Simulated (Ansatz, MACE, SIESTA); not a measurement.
## Atom list for Random packing of 52AlCl3-48NaCl (mol %) (76 atoms)

The starting structure: 76 atoms (13 Al, 51 Cl, 12 Na) packed at random in a cube at 1.9 g/cm³ and pushed apart as soft spheres, cations and anions kept from their own kind; a start for melting by ab initio MD, not an equilibrated structure. Then every atom was moved at random, 0.03 Å r.m.s. a Cartesian component.

Calculated values (MACE MP-0b2 small, machine-learned interatomic potential MACE MP-0b2 small, trained on PBE(+U) plane-wave data; its forces lie 33 % r.m.s. from those of plane-wave PBE on this cell; published weights, no electronic structure; density 1.90 g/cm³) for the built cell with every atom moved at random.

Cell vectors (Å):

```
12.857 0.000 0.000
0.000 12.857 0.000
0.000 0.000 12.857
```

Positions in Å, forces in eV/Å:

```tsv
atom	x	y	z	fx	fy	fz
Al1	8.473	9.992	0.544	-0.426	0.717	-2.174
Al2	10.335	8.046	7.707	-1.974	-1.171	0.091
Al3	1.705	6.815	12.265	0.770	0.964	0.123
Al4	10.914	10.189	3.359	-0.252	-0.573	1.040
Al5	4.763	5.998	2.845	2.046	-2.032	-0.531
Al6	11.903	5.887	2.700	0.397	0.695	1.948
Al7	8.708	3.135	9.684	-0.944	-0.712	-0.226
Al8	10.983	2.969	12.627	0.427	-1.116	-1.786
Al9	11.131	2.261	2.967	-0.361	0.422	-0.289
Al10	3.702	9.419	3.603	-0.244	1.669	1.411
Al11	1.949	2.011	12.852	0.622	0.733	-0.827
Al12	11.207	2.769	7.142	2.066	-0.888	1.515
Al13	5.673	0.181	0.274	1.321	0.783	1.559
Cl14	7.238	5.508	3.343	-1.834	0.735	-0.151
Cl15	10.566	0.275	9.636	-0.534	1.237	-0.300
Cl16	6.759	5.565	6.678	-0.530	0.261	-0.103
Cl17	5.584	5.969	10.179	-0.219	0.228	0.407
Cl18	0.467	1.610	8.093	-1.992	1.026	-0.935
Cl19	4.501	10.803	8.152	-0.207	0.248	0.029
Cl20	4.158	3.411	6.236	0.342	0.191	-0.250
Cl21	1.616	11.556	9.711	0.408	-0.208	0.061
Cl22	2.738	8.470	0.989	-0.245	-0.264	-0.673
Cl23	4.654	7.564	4.383	0.774	-0.039	0.843
Cl24	2.088	9.274	6.234	0.587	-0.248	-0.696
Cl25	4.371	12.146	11.556	0.285	0.433	0.824
Cl26	3.595	6.456	7.476	0.165	-0.138	-0.065
Cl27	9.010	12.782	12.629	-0.561	-1.193	0.499
Cl28	6.924	2.627	12.272	-0.163	-1.056	0.596
Cl29	12.465	12.853	12.548	1.123	-0.009	0.198
Cl30	8.371	9.973	11.026	-0.144	-0.177	2.143
Cl31	10.426	4.962	4.041	-0.012	-0.634	-0.169
Cl32	10.939	5.014	0.665	0.509	0.832	0.229
Cl33	9.067	8.505	5.425	1.483	0.203	1.261
Cl34	8.451	6.668	11.926	-0.401	-0.280	0.544
Cl35	3.827	0.802	1.775	0.431	-0.365	-1.195
Cl36	0.562	4.958	7.674	-0.823	-0.326	0.033
Cl37	6.267	9.319	0.766	0.157	0.156	0.303
Cl38	0.663	1.951	2.147	-0.193	0.021	0.394
Cl39	9.044	12.733	5.574	0.043	-0.114	-0.246
Cl40	2.765	7.893	10.452	-0.548	-1.019	1.392
Cl41	6.635	3.015	8.980	1.347	0.182	0.249
Cl42	7.346	12.581	8.920	0.009	-0.114	0.304
Cl43	1.470	5.263	1.052	0.069	0.552	-0.884
Cl44	0.926	10.228	3.250	-0.031	0.053	-1.199
Cl45	9.122	3.072	6.586	0.815	0.401	0.701
Cl46	9.162	2.495	2.051	0.725	-0.633	0.402
Cl47	6.995	12.197	2.478	-0.996	0.213	-1.883
Cl48	10.859	12.401	2.707	0.171	-0.265	0.074
Cl49	12.397	11.469	6.856	-0.218	-0.221	-0.460
Cl50	3.790	1.204	8.836	-0.088	-0.264	-0.267
Cl51	9.594	7.726	2.144	0.739	0.893	-0.285
Cl52	12.364	7.671	4.844	-0.316	-0.273	-1.269
Cl53	11.633	3.924	10.340	-0.709	-0.705	1.393
Cl54	12.601	7.541	11.996	-0.341	-0.064	0.006
Cl55	3.250	12.440	4.948	-0.654	0.096	-0.759
Cl56	0.881	4.580	4.268	-0.302	0.317	-0.946
Cl57	11.492	9.869	9.794	-0.281	-0.992	-0.679
Cl58	7.149	8.632	8.092	0.308	0.017	0.229
Cl59	11.793	1.786	5.115	0.200	0.120	-0.599
Cl60	6.693	2.042	4.376	-0.057	-0.019	0.079
Cl61	9.511	6.065	8.780	1.074	1.882	-1.177
Cl62	4.494	4.058	1.808	-0.169	0.999	0.566
Cl63	3.798	3.347	11.379	-1.623	-0.561	1.153
Cl64	6.297	10.432	5.281	-0.998	-0.418	-0.499
Na65	5.129	7.157	12.542	0.458	-0.437	-0.710
Na66	3.265	3.981	8.704	-0.216	0.147	-0.058
Na67	5.332	9.989	10.481	0.618	-0.323	-0.485
Na68	6.343	1.132	6.906	-0.447	-0.068	-0.187
Na69	2.371	6.602	5.160	-1.112	-0.210	0.864
Na70	0.740	8.610	8.434	0.547	0.373	-0.100
Na71	2.467	2.417	4.542	0.426	-0.233	0.218
Na72	12.156	9.921	0.159	-0.207	0.471	-0.626
Na73	2.279	11.515	0.645	-0.104	-0.163	-0.122
Na74	8.369	4.816	1.135	-0.805	0.454	-0.520
Na75	8.335	10.828	7.238	-0.014	0.289	-0.302
Na76	0.348	12.640	4.046	0.833	-0.491	0.947
```

The r.m.s. force component is 0.767 eV/Å; the longest force, 2.93 eV/Å, acts on Al5.

[Logs are printed without paths, hosts, clocks, repeated set-up lines and the standing remarks that a program may print on its own settings, such as how far it seeks lower states.]

[Hosts, paths, dates, database ids (printed as entryN), source tags and the programs' standing remarks are cut or masked in the printed files.]
